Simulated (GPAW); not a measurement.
# LiHF2 (C2/m): one start, several treatments of the self-energy

Wanted: the gap of LiHF2 (C2/m) under several approximations, with cost.

Calculated with GPAW 26.7.0; LDA and many-body steps on it, plane waves.

## Step 1: Set-up

It takes space group C2/m (No. 12, monoclinic). Conventional cell: a = 5.095 Å, b = 3.070 Å, c = 4.903 Å, α = 90.00°, β = 121.02°, γ = 90.00°. Nearest to Li lie 6 F at 2.00 to 2.04 Å. Nearest to H lie 2 F at 1.14 Å. Nearest to F lie 1 H at 1.14 Å and 3 Li at 2.00 to 2.04 Å. Farther neighbours and most contacts between anions are not listed.

Structure file:

```cif
data_structure
_symmetry_space_group_name_H-M 'P 1'
_symmetry_Int_Tables_number 1
_cell_length_a 2.9742
_cell_length_b 2.9742
_cell_length_c 4.9029
_cell_angle_alpha 116.197
_cell_angle_beta 116.197
_cell_angle_gamma 62.139
_cell_volume 32.86
loop_
_atom_site_label
_atom_site_type_symbol
_atom_site_fract_x
_atom_site_fract_y
_atom_site_fract_z
_atom_site_occupancy
Li1 Li 0.00000 0.00000 0.00000 1
H2 H 0.00000 0.00000 0.50000 1
F3 F 0.20980 0.20980 0.75070 1
F4 F 0.79020 0.79020 0.24930 1
```

The cell and positions are those that the Materials Project relaxed with its own functionals (PBE, PBE+U or r2SCAN), kept fixed.

## Step 2: Empty states on the mesh, 4×4×2 mesh, 120 bands

This step: GPAW 26.7.0; DFT, LDA, plane waves, PAW.

The sums over transitions need many empty states on a uniform mesh; this step solves for them.

run.py

```python
import json
import numpy as np
from gpaw.mpi import world
from gpaw import GPAW

calc = GPAW('gs.gpw').fixed_density(kpts={'size': (4, 4, 2), 'gamma': True},
    parallel={'domain': 1, 'band': 1},
    txt='nscf.txt')
calc.diagonalize_full_hamiltonian(nbands=120)
calc.write('full.gpw', mode='all')
res = {}
kpts = calc.get_ibz_k_points()
res['kpts'] = kpts
res['eigenvalues'] = [calc.get_eigenvalues(kpt=k) for k in range(len(kpts))]
res['n_electrons'] = calc.get_number_of_electrons()

if world.rank == 0:
    with open('result.json', 'w') as f:
        json.dump(res, f, default=lambda x: x.tolist())
```

The run is started by

```console
> mpirun -n 4 gpaw python run.py
```

Numbers of over 12 decimals in the logs are rounded to 6 here.

The log of the run:

```text
Diagonalizing LCAO Hamiltonian
Converting LCAO to pw mode
convergence criteria:
- Maximum integral of absolute [eigenst]ate change: 4e-08 eV^2 / valence electron
maximum number of iterations: 100

SCF iterations
|iter     |     time |      energy | eigst |  dens |
|iter:   1|  |             | +1.16 |       |
|iter:   2|  |             | +0.43 |       |
|iter:   3|  |             | -0.67 |       |
|iter:   4|  |             | -2.07 |       |
|iter:   5|  |             | -3.63 |       |
|iter:   6|  |             | -5.13 |       |
|iter:   7|  |             | -6.94 |       |
|iter:   8|  |             | -8.11c|       |
SCF steps: 8
  __  _  _
 | _ |_)|_||  |
 |__||  | ||/\| - 26.7.0

Input parameters:
  mode=PW(ecut=600.0),
  convergence={'density': 1e-06, 'bands': -3},
  gpts=array([18, 18, 28]),
  kpts=MonkhorstPack(size=(4, 4, 2), gamma=True),
  maxiter=100,
  nbands=16,
  occupations=Occupations(name='fermi-dirac', width=0.001, fixmagmom=False),
  parallel={'domain': 1, 'band': 1},
  xc=XC(name='LDA')
Matrix size: 1093x1093
# Writing to full.gpw (mode='all')
  [... matrices ...]

timing:  # [seconds]
  Total: 8.161  # ━━━━━━━━━━━━━━━━━━━━━━━━━━━━━━━━━━━━━━━━━━━━━━━━━━━━━━━━━━━
```

It took 12 s on 4 MPI ranks of Arm Neoverse V1, shared host; peak memory 1.1 GiB.

Numbers from this step:

| Quantity | Value |
| --- | --- |
| gap | 8.168 eV |
| k of the valence top | 0, 0, 0.5 |
| k of the conduction bottom | 0, 0, 0 |
| least direct gap | 8.260 eV |
| k points computed | 14 |
| lowest point of the top converged band, above the valence top | 127.1319 eV |

On this mesh the gap is 8.168 eV.

## Step 3: G0W0, Godby-Needs plasmon pole

Now the one-shot GW correction: screening in the RPA, then the self-energy of the levels asked for.

This step: G0W0 on LDA, plane waves, PAW.

run.py

```python
import json
import numpy as np
from gpaw.mpi import world
from gpaw.response.g0w0 import G0W0

gw = G0W0('full.gpw',
    filename='gw',
    kpts=[0, 1],
    bands=(6, 10),
    ecut=78,
    nbands=51,
    integrate_gamma='WS',
    ppa=True)
gw.calculate()
res = {mode: {k: v for k, v in r.items() if k != 'sigma_eskwn'}
       for mode, r in gw.all_results.items()}

if world.rank == 0:
    with open('result.json', 'w') as f:
        json.dump(res, f, default=lambda x: x.tolist())
```

The run is started by

```console
> mpirun -n 4 gpaw python run.py
```

The log of the run:

```text
Using integrator: PointIntegrator
FrequencyGridDescriptor(from 0.000+0.000j to 0.000+27.211j eV, 2 points)
Nonperiodic BCs:  [False False False]
Using integrator: PointIntegrator
FrequencyGridDescriptor(from 0.000+0.000j to 0.000+27.211j eV, 2 points)
Nonperiodic BCs:  [False False False]
  ___  _ _ _
 |   || | | |
 | | || | | |
 |__ ||_____|
 |___|

BZ k-points: Symmetries present (total): 4

  [... matrices ...]
32 k-points: 4 x 4 x 2 Monkhorst-Pack grid + [1/8,1/8,1/4]
14 k-points in the irreducible part of the Brillouin zone
       k-points in crystal coordinates                weights
   0:     0.00000000    0.00000000    0.00000000          1/32
   1:     0.00000000    0.00000000    0.50000000          1/32
   2:     0.25000000   -0.25000000    0.00000000          2/32
   3:     0.25000000   -0.25000000    0.50000000          2/32
   4:     0.25000000    0.00000000    0.00000000          4/32
   5:     0.25000000    0.00000000    0.50000000          4/32
   6:     0.25000000    0.25000000    0.00000000          2/32
   7:     0.25000000    0.25000000    0.50000000          2/32
   8:     0.50000000    0.00000000    0.00000000          2/32
   9:     0.50000000    0.00000000    0.50000000          2/32
          ...
  13:     0.50000000    0.50000000    0.50000000          1/32

Distributing spins, k-points and bands (1 x 2 x 4) over 4 processes
Number of blocks: 1

Quasi particle states:
k-points (IBZ indices): [0, 1]
Band range: (6, 10)
  [... matrices ...]
Computational parameters:
Plane wave cut-off: 78 eV
Number of bands: 51
Coulomb cutoff: None
Broadening: 0.1 eV

fxc modes: GW
Kernel: RPA
Using Godby-Needs plasmon-pole approximation:
  Fitting energy: i*E0, E0 = 1.000 Hartree
Summing all q:

Calculating screened Coulomb potential
No Coulomb truncation
FrequencyGridDescriptor(from 0.000+0.000j to 0.000+27.211j eV, 2 points)
Removing empty qpoint cache files...

Calculating chi0 body with:
    Ground state adapter containing:
    Number of spins: 1
    Number of kpoints: 32
    Number of irreducible kpoints: 14
    Number of completely occupied states: 8
    Number of partially occupied states: 8
    Occupied states memory: 1.107421875 M / cpu

    Linear response parametrization:
    q_c: [0.0, 0.0, 0.0]
    Number of frequency points: 2
    Planewave cutoff: 78.0
    Number of bands: 51
    Number of planewaves: 55
    Broadening (eta): 1e-06
    comm.size: 4
    kncomm.size: 4
    blockcomm.size: 1

    Memory estimate of potentially large arrays:
        chi0_wGG: 0.092316 M / cpu
Integrating chi0 body.

Symmetries of q_c:
    Direct symmetries (Uq -> q): 4
    Indirect symmetries (TUq -> q): 0
In total 4 allowed symmetries.

  [... matrices ...]
14 groups of equivalent kpoints. 56.25% reduction.

Integral kind: response function
Integrating chi0 head and wings.

Symmetries of q_c:
    Direct symmetries (Uq -> q): 4
    Indirect symmetries (TUq -> q): 0
In total 4 allowed symmetries.

  [... matrices ...]
14 groups of equivalent kpoints. 56.25% reduction.

Integral kind: response function wings

Calculating chi0 body with:
    Ground state adapter containing:
    Number of spins: 1
    Number of kpoints: 32
    Number of irreducible kpoints: 14
    Number of completely occupied states: 8
    Number of partially occupied states: 8
    Occupied states memory: 1.107421875 M / cpu

    Linear response parametrization:
[... the further q-points ...]

Results:
f:      Occupation numbers
eps:     KS-eigenvalues [eV]
vxc:     KS vxc [eV]
exx:     Exact exchange [eV]
sigma:   Self-energies [eV]
dsigma:  Self-energy derivatives
Z:       Renormalization factors
qp:      QP-energies [eV]

k-point 0 (0): (0.000, 0.000, 0.000)                GW
band       f     eps     vxc     exx   sigma  dsigma       Z      qp
                                                                   GW
   6   1.000  -2.793 -24.021 -31.837   4.806  -0.206   0.829  -5.289
   7   1.000  -2.682 -24.983 -31.950   4.436  -0.197   0.836  -4.796
   8   0.000   5.578 -12.087  -6.954  -2.801  -0.114   0.898   7.673
   9   0.000   9.812  -9.432  -3.720  -3.005  -0.110   0.901  12.252

k-point 1 (1): (0.000, 0.000, 0.500)                GW
band       f     eps     vxc     exx   sigma  dsigma       Z      qp
                                                                   GW
   6   1.000  -2.708 -23.944 -31.695   4.772  -0.204   0.830  -5.181
   7   1.000  -2.590 -24.247 -32.001   4.810  -0.205   0.830  -5.033
   8   0.000   6.701 -11.603  -6.279  -2.728  -0.116   0.896   9.028
   9   0.000   9.466 -13.441  -7.689  -2.915  -0.125   0.889  11.988
```

It took 12 s on 4 MPI ranks; peak memory 0.94 GiB; 48 s of CPU time.

This step gave:

* G0W0 gap on the points computed: 12.47 eV
* least direct G0W0 gap on the computed points: 12.47 eV
* Z at the valence top: 0.8356
* Z at the conduction bottom: 0.8980
* starting gap on the mesh: 8.168 eV
* k of the valence top: 0, 0, 0
* k of the conduction bottom: 0, 0, 0

The gap on the mesh goes from 8.17 eV to 12.47 eV, a correction of +4.30 eV.

## Step 4: One-shot HSE06

This step: one-shot HSE06 levels on LDA orbitals, plane waves, PAW.

run.py

```python
import json
import numpy as np
from gpaw.mpi import world
from gpaw.hybrids.eigenvalues import non_self_consistent_eigenvalues

dft, vxc, vxc_hyb = non_self_consistent_eigenvalues('full.gpw', 'HSE06', 6, 10, kpt_indices=[0, 1])
res = {'dft': dft[0], 'hybrid': (dft - vxc + vxc_hyb)[0]}
if world.rank == 0:
    with open('hybrid.txt', 'w') as f:
        for k, e0, e1 in zip([0, 1], res['dft'], res['hybrid']):
            print(k, ' '.join(f'{x:9.4f}' for x in e0), '|', ' '.join(f'{x:9.4f}' for x in e1), file=f)

if world.rank == 0:
    with open('result.json', 'w') as f:
        json.dump(res, f, default=lambda x: x.tolist())
```

The run is started by

```console
> mpirun -n 4 gpaw python run.py
```

The log of the run:

```text
IBZ(<points: 14, symmetries: 4>)
Occupied bands: 8
Transforming wave functions from IBZ to BZ: 0.008 seconds
Distributing wave functions and iFFT-ing to real space: 0.061 seconds
Calculating eigenvalues:
  k-points: 2
  Bands: 6-9 (inclusive)
  Seconds: 0.210 (wave-function broadcasting: 0.007 seconds)
HSE06-eigenvalue shifts:
  min: -1.839 eV
  ave: -0.333 eV
  max: 1.258 eV
```

Run time: 3 s. Hardware: 4 MPI ranks; peak memory 0.46 GiB.

Numbers from this step:

```
starting gap on the mesh                       : 8.168 eV
hybrid gap on the mesh                         : 10.88 eV
least direct hybrid gap on the computed points : 10.88 eV
```

[end of part 1 of 2]

[Paths, hosts, dates, memory and timing lines, banners, echoed tables and standing remarks are left out of the program output.]

[Logs are printed without paths, hosts, clocks, repeated set-up lines and the standing remarks that a program may print on its own settings, such as how far it seeks lower states.]

[Runs of the session that timed out or met a known fault of the program may be left out.]

[Hosts, paths, dates, database ids (printed as entryN), source tags and the programs' standing remarks are cut or masked in the printed files.]
